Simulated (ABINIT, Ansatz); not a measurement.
# CsCaBr3 (Pm-3m): zone-centre phonons, part 3 of 3

Which modes does CsCaBr3 (Pm-3m) have at the zone centre?

ABINIT 10.8.3; DFT LDA, scalar-relativistic, plane waves, PseudoDojo norm-conserving pseudopotentials.

So far. Step 5 (Zone-centre response): The acoustic modes at Γ come out as far as 0.9 cm⁻¹ from zero, where they should vanish, a small numerical error; the Born charges miss their sum rule by 0.013 e, which is good. Step 6 (Modes with the sum rule): The rule moves no optical mode by more than 0.1 cm⁻¹.

### 8. Cross-check with Ansatz

A second program on the same cell, potentials, cutoff and meshes tests the implementation of the phonon response, not its convergence. Its field response is summed in its own way.

This step: DFT LDA, scalar-relativistic, plane waves, PseudoDojo norm-conserving pseudopotentials (Ansatz 0.2.0).

Input file input.yaml:

```yaml
crystal:
  lattice:
    - [5.5257762296, 0.0, 0.0]
    - [0.0, 5.5257762296, 0.0]
    - [0.0, 0.0, 5.5257762296]
  atoms:
    - { symbol: Cs, position: [0.0, 0.0, 0.0] }
    - { symbol: Ca, position: [0.5, 0.5, 0.5] }
    - { symbol: Br, position: [0.5, 0.0, 0.5] }
    - { symbol: Br, position: [0.0, 0.5, 0.5] }
    - { symbol: Br, position: [0.5, 0.5, 0.0] }
kpoints:
  mp_grid: { grid: [4, 4, 4] }
hamiltonian:
  xc: lda
  pseudopotentials: { kind: nc, accuracy: standard }
scf:
  occupations: { method: fixed }
output:
  eigenvalues: true
basis:
  ecutwfc: 816.342
phonons:
  method: dfpt
  dielectric: true
  rigid_motions: translations
```

On the command line:

```
$ ansatz run input.yaml --threads 4 --pin off --max-ram 8192MiB --backend cpu --events-out ev --progress --plain --runs-dir out
```

Log:

```text
Warning: basis.ecutwfc = 816.342 eV is below the records' recommended 979.609905 eV, and the density's cutoff is lower with it unless basis.ecutrho_ratio is high enough to keep the records' density cutoff: compare with a run at a higher cutoff
Engine: ansatz 0.2.0, aarch64-unknown-linux-gnu
Pseudopotentials: kind: nc
Pseudopotential: Cs, nc, valence charge 9, recommended cutoff 653.07327 eV (normal), Cs.nc.azcp (PseudoDojo's, or run here from an input of PseudoDojo's; its table is named by hamiltonian.pseudopotentials.accuracy)
Pseudopotential: Ca, nc, valence charge 10, recommended cutoff 979.609905 eV (normal), Ca.nc.azcp (PseudoDojo's, or run here from an input of PseudoDojo's; its table is named by hamiltonian.pseudopotentials.accuracy)
Pseudopotential: Br, nc, valence charge 7, recommended cutoff 598.650497 eV (normal), Br.nc.azcp (PseudoDojo's, or run here from an input of PseudoDojo's; its table is named by hamiltonian.pseudopotentials.accuracy)
Functional definition: SPW92
  exchange = slater_x
  correlation = pw_c
Crystal: 5 atoms, lattice volume = 168.725 Å³
Basis set: ecut = 816.342 eV, 8925 PW (Γ), exchange–correlation on 108×108×108 points (8 copies of the dense FFT grid, shifted against one another)
Bands: 25, of which v1, the nominal top of the filled ones, is band 20 counted from 1 (19 counted from 0)
Symmetry: 48 space group operations
k-points: 30 of 64 (irreducible under 2 space group operations, time reversal used)
Non-local potential: Cs, projectors of the file, l = 0: 2, l = 1: 2, l = 2: 2, l = 3: 2
Non-local potential: Ca, projectors of the file, l = 0: 2, l = 1: 2, l = 2: 2
Non-local potential: Br, projectors of the file, l = 0: 2, l = 1: 2, l = 2: 2
Initial density: superposition of atomic densities (chi_scale 0.1, normalization cell, long waves kept (reshape's long-wave potential 0.00 eV rms))
Initial wavefunctions: pseudopotential atomic-orbital guess
Functional: x = slater, c = lda
SCF iter   1: F=—  HF=-2990.886456 eV  |F-HF|=—  |Δ(HF+E_count)|=         —  Δρ=4.26e-2  dr2=6.06e0  ethr=3.10e-3  ⟨swp⟩=9.6  Hψ=5638  notcnv=0  defer=96
preconditioner: auto → Resta (q_TF=auto, 2.146 Å⁻¹)  ε∞=4.0  [insulator: Δε(μ)=2.133 eV  Ē_g=9.037 eV  n_scr=26 (ndim 8)  ℏωp=15.7 eV  f_vac=0.000  ε∞_Penn≈4.0]
SCF iter   2: F=—  HF=-2988.906587 eV  |F-HF|=—  |Δ(HF+E_count)|=    1.98e0  Δρ=1.27e-2  dr2=6.50e-1  ethr=3.10e-3  ⟨swp⟩=5.7  Hψ=2379  notcnv=0  defer=69
SCF iter   3: F=—  HF=-2988.648241 eV  |F-HF|=—  |Δ(HF+E_count)|=   2.58e-1  Δρ=5.01e-3  dr2=7.58e-2  ethr=1.63e-3  ⟨swp⟩=5.0  Hψ=1813  notcnv=0  defer=70
SCF iter   4: F=—  HF=-2988.620008 eV  |F-HF|=—  |Δ(HF+E_count)|=   2.82e-2  Δρ=1.13e-3  dr2=2.78e-3  ethr=1.90e-4  ⟨swp⟩=4.7  Hψ=1625  notcnv=0  defer=80
SCF iter   5: F=—  HF=-2988.619600 eV  |F-HF|=—  |Δ(HF+E_count)|=   4.09e-4  Δρ=2.71e-4  dr2=2.77e-4  ethr=6.94e-6  ⟨swp⟩=5.0  Hψ=1625  notcnv=0  defer=84
SCF iter   6: F=—  HF=-2988.619563 eV  |F-HF|=—  |Δ(HF+E_count)|=   3.68e-5  Δρ=7.01e-5  dr2=6.44e-6  ethr=6.94e-7  ⟨swp⟩=3.5  Hψ=1721  notcnv=0  defer=83
SCF iter   7: F=—  HF=-2988.619559 eV  |F-HF|=—  |Δ(HF+E_count)|=   3.73e-6  Δρ=1.21e-5  dr2=3.82e-7  ethr=1.61e-8  ⟨swp⟩=2.3  Hψ=1218  notcnv=0  defer=79
SCF iter   8: F=—  HF=-2988.619716 eV  |F-HF|=—  |Δ(HF+E_count)|=   1.56e-4  Δρ=2.99e-6  dr2=1.01e-8  ethr=9.56e-10  ⟨swp⟩=3.0  Hψ=1499  notcnv=0  defer=75
SCF iter   9: F=—  HF=-2988.619716 eV  |F-HF|=—  |Δ(HF+E_count)|=  2.72e-10  Δρ=3.35e-7  dr2=2.18e-10  ethr=2.52e-11  ⟨swp⟩=2.6  Hψ=1328  notcnv=0  defer=75
SCF iter  10: F=-2988.619716 eV  HF=-2988.619716 eV  |F-HF|=2.73e-12  |Δ(HF+E_count)|=  9.55e-12  Δρ=5.16e-8  dr2=6.31e-12  ethr=1.00e-12  ⟨swp⟩=24.4  Hψ=8228  notcnv=0
SCF 1 converged in 10 iterations: F = -2988.619716 eV  dr2 = 6.31e-12
DFPT response loops at Γ: preconditioner auto → none (the input reference at scf.mixing.eps_inf says where Resta's filter doesn't serve); β = 0.50; Broyden in place of MSR1
── the response to a field inside a basis, on 4×4×4 k-points: an SCF that follows is theirs, and a resumed run solves both again ──
Bands: 21, of which v1, the nominal top of the filled ones, is band 20 counted from 1 (19 counted from 0)
k-points: 4 of 64
Initial density: handed on by an earlier stage of this run
Initial wavefunctions: pseudopotential atomic-orbital guess (no wavefunctions were taken with the density)
Eigensolver: Dense (4 Hₖ)
SCF iter   1: F=—  HF=-2988.610866 eV  |F-HF|=—  |Δ(HF+E_count)|=         —  Δρ=1.12e-4  dr2=3.42e-6  ethr=1.00e-1
preconditioner: auto → Resta (q_TF=auto, 2.146 Å⁻¹)  ε∞=3.5  [insulator: Δε(μ)=4.855 eV  Ē_g=9.890 eV  n_scr=26 (ndim 8)  ℏωp=15.7 eV  f_vac=0.015  ε∞_Penn≈3.5]
SCF iter   2: F=—  HF=-2988.610867 eV  |F-HF|=—  |Δ(HF+E_count)|=   1.46e-6  Δρ=5.70e-5  dr2=8.76e-7  ethr=8.54e-9
SCF iter   3: F=-2988.610868 eV  HF=-2988.610868 eV  |F-HF|=1.67e-9  |Δ(HF+E_count)|=   6.56e-7  Δρ=2.63e-6  dr2=7.79e-9  ethr=2.19e-9
SCF 1 converged in 3 iterations: F = -2988.610868 eV  dr2 = 7.79e-9
DFPT response loops at Γ: mixed as the last ones told, above
SCF converged after 10 iterations
Free energy (F): -2988.619716 eV
Harris-Foulkes:  -2988.619716 eV  (|F-HF|=2.73e-12)
Internal energy: -2988.619716 eV  (E = F + TS)
E sigma→0 (E₀):  -2988.619716 eV
Fermi energy:    2.837219 eV
--- Per-component energies (eV) ---
  E_band       = -258.353461
  E_kinetic    = 863.401407
  E_local      = -2020.405091  (includes V_loc(G=0)·N_el)
  E_nonlocal   = 365.841036
  E_hartree    = 576.005613
  E_xc         = -810.267885
  E_vxc        = -619.202106  (∫ρ·V_xc dr)
  E_ewald      = -1963.194794
  E_smearing   = -0.000000  (= −TS)
  E_closure    = -0.000000  (closes the sum)
  Σ components = -2988.619716   (vs F -2988.619716, Δ=0.00e0)
--- Band table (eV; the first three rows and the last of 30) ---
  k-point 0: bands = [... 16 lower, 2.1478, 2.6034, 2.6034, 2.6034, 7.1978, 7.3010, 7.3010, 7.3010, ... 1 higher]
  k-point 1: bands = [... 16 lower, 1.9906, 2.0272, 2.4757, 2.4757, 7.4092, 7.9293, 7.9293, 7.9806, ... 1 higher]
  k-point 2: bands = [... 16 lower, 1.8147, 1.9160, 2.3735, 2.3735, 7.5373, 8.7364, 8.7364, 8.8341, ... 1 higher]
  k-point 29: bands = [... 16 lower, 1.2730, 2.8372, 2.8372, 2.8372, 8.6523, 8.6523, 8.6523, 8.8958, ... 1 higher]
--- Phonons (Γ-DFPT): 4 representative perturbations + reference, on 30 of 64 k-points (Σ response iterations 14) ---
  k mesh reduced under 2 symmetry operations, with k and −k counted as one. Each operation leaves every solved perturbation unchanged. A smaller set is not considered because the run solves the response to a homogeneous field
  ASR residual: 2.038e-4 → 0.000e0 eV/Å²; symmetrization residual: 6.235e-6 eV/Å²
  ASR residual per site (eV/Å²): 9.51e-5 2.04e-4 1.28e-5 1.28e-5 1.28e-5
  Γ frequencies (cm⁻¹): 0.00 0.00 0.00 33.62 33.62 33.62 36.02 36.02 36.02 66.86 66.86 66.86 232.20 232.20 232.20
  ε∞ (high-frequency dielectric tensor):
        3.306145     0.000000     0.000000
        0.000000     3.306145     0.000000
        0.000000     0.000000     3.306145
  ε⁰ (static dielectric tensor: ions relaxed, cell fixed):
       12.918025    -0.000000     0.000000
       -0.000000    12.918025     0.000000
        0.000000     0.000000    12.918025
  ε⁰ − ε∞ (ionic part):
        9.611880    -0.000000     0.000000
       -0.000000     9.611880     0.000000
        0.000000     0.000000     9.611880
  softest optical mode at Γ: 33.62 cm⁻¹; the repairs (sum rule, projections) moved no ω² at Γ by more than (1.42 cm⁻¹)²
  Born effective charges Z* (e; rows j = field, columns β = displacement):
    site 0:
         1.35395    0.00000    0.00000
         0.00000    1.35395    0.00000
         0.00000    0.00000    1.35395
    site 1:
         2.47495    0.00000    0.00000
        -0.00000    2.47495    0.00000
         0.00000    0.00000    2.47495
    site 2:
        -0.89735   -0.00000    0.00000
         0.00000   -2.03419    0.00000
         0.00000    0.00000   -0.89735
    site 3:
        -2.03419   -0.00000    0.00000
         0.00000   -0.89735    0.00000
         0.00000    0.00000   -0.89735
    site 4:
        -0.89735    0.00000    0.00000
        -0.00000   -0.89735    0.00000
         0.00000    0.00000   -2.03419
  Z* charge neutrality: 1.101e-2 e pre-enforcement
  solved inside a basis spanned on kpoints, on 4×4×4 k-points, its susceptibility summed on 8×8×8: ε∞ is read to err by 9.4e-3, Z* by 1.5e-2 e (field_mesh: kpoints solves on kpoints); Z* is corrected for what the basis lacks
  optical modes at Γ without the LO–TO term, one row a degenerate level:
      ω (cm⁻¹)  modes    IR ((D/Å)²/amu)
         33.62      3             1.9890
         36.02      3             0.0000
         66.86      3             1.2293
        232.20      3            13.2938
  optical modes at Γ + LO–TO along q̂ = [1.0000, 0.0000, 0.0000]:
      ω (cm⁻¹)  modes    IR ((D/Å)²/amu)
         33.62      2             1.3260
         36.02      3             0.0000
         48.53      1             0.1279
         66.86      2             0.8195
         79.27      1             0.4515
        232.20      2             8.8626
        268.19      1             4.9246
  optical modes at Γ + LO–TO along q̂ = [0.0000, 1.0000, 0.0000]:
      ω (cm⁻¹)  modes    IR ((D/Å)²/amu)
         33.62      2             1.3260
         36.02      3             0.0000
         48.53      1             0.1279
         66.86      2             0.8195
         79.27      1             0.4515
        232.20      2             8.8626
        268.19      1             4.9246
  optical modes at Γ + LO–TO along q̂ = [0.0000, 0.0000, 1.0000]:
      ω (cm⁻¹)  modes    IR ((D/Å)²/amu)
         33.62      2             1.3260
         36.02      3             0.0000
         48.53      1             0.1279
         66.86      2             0.8195
         79.27      1             0.4515
        232.20      2             8.8626
        268.19      1             4.9246
```

The job ended after 78 s (4 threads of Arm Neoverse V1, shared host; peak memory 1.8 GiB).

Read from the output:

* sum-rule residual before enforcement: 2.04e-4 eV/Å²
* miss of the charge sum rule: 0.01101 e
* estimated error of the dielectric tensor: 0.009441
* estimated error of the Born charges: 0.01509 e
* mean high-frequency dielectric constant: 3.306
* largest Born charge in size (third of the trace): 2.475 e
* mean static dielectric constant: 12.92

Transverse modes. Lines of the infrared spectrum (strongest = 100):

```csv
position (cm⁻¹),label,"IR intensity ((D/Å)²/amu), degenerate modes summed, relative"
34,T1u,15
36,T2u,0.0
67,T1u,9.2
232,T1u,100
```

### 9. Side by side: ABINIT PseudoDojo and Ansatz, PseudoDojo

Worked out from the results:

```yaml
root_mean_square_difference: 0 cm⁻¹
largest_difference: 0 cm⁻¹
```

The two runs side by side. Further quantities:

```csv
quantity,ABINIT PseudoDojo,"Ansatz, PseudoDojo"
mean ε∞,3.314,3.306
"largest Born charge in size (e; the first before, the second after the charge sum rule)",2.472,2.475
summed IR intensity ((D/Å)²/amu),16.55,16.51
```

At the zone centre the largest difference (acoustic modes at Γ apart) is 0.004 % of the highest mode.

### 10. Outcome

```json
{
  "space group after relaxation": "Pm-3m",
  "volume per atom": "33.7 Å³",
  "highest optical zone-centre mode (no LO-TO term)": "232.2 cm⁻¹",
  "lowest optical zone-centre mode": "33.6 cm⁻¹",
  "highest mode moved by the LO-TO term": "268.2 cm⁻¹",
  "mean high-frequency dielectric constant": "3.31",
  "largest Born charge in size (third of the trace)": "2.47 e",
  "mean static dielectric constant": "12.9",
  "imaginary optical modes at the zone centre (no q mesh in this session)": "none",
  "largest difference from Ansatz, PseudoDojo": "0 cm⁻¹"
}
```

In words: At the LDA level the optical modes of CsCaBr3 (Pm-3m) at the zone centre (no LO-TO term) run from 34 to 232 cm⁻¹. Along the directions run, the highest mode that the macroscopic field moves lies at 268 cm⁻¹. Lattice motion raises the mean dielectric constant from 3.314 to 12.94. ABINIT PseudoDojo and Ansatz, PseudoDojo agree to 0.01 cm⁻¹ (0.004 % of the highest mode compared) on all solved modes but the acoustic ones at Γ, without the LO-TO term. These are harmonic frequencies at zero temperature: anharmonic shifts and linewidths and thermal expansion are left out. Spin-orbit coupling is left out, which can matter for the heavy elements here. Ansatz warns that the cutoff lies 17 % under the one recommended for these files; agreement at one cutoff is not convergence. The structure comes from a database by way of an earlier relaxation and need not be the phase that is stable at ambient conditions.

[Host names and launcher messages were left out of these logs when they were recorded.]

[Logs are printed without paths, hosts, clocks, repeated set-up lines and the standing remarks that a program may print on its own settings, such as how far it seeks lower states.]

[Hosts, paths, dates, database ids (printed as entryN), source tags and the programs' standing remarks are cut or masked in the printed files.]
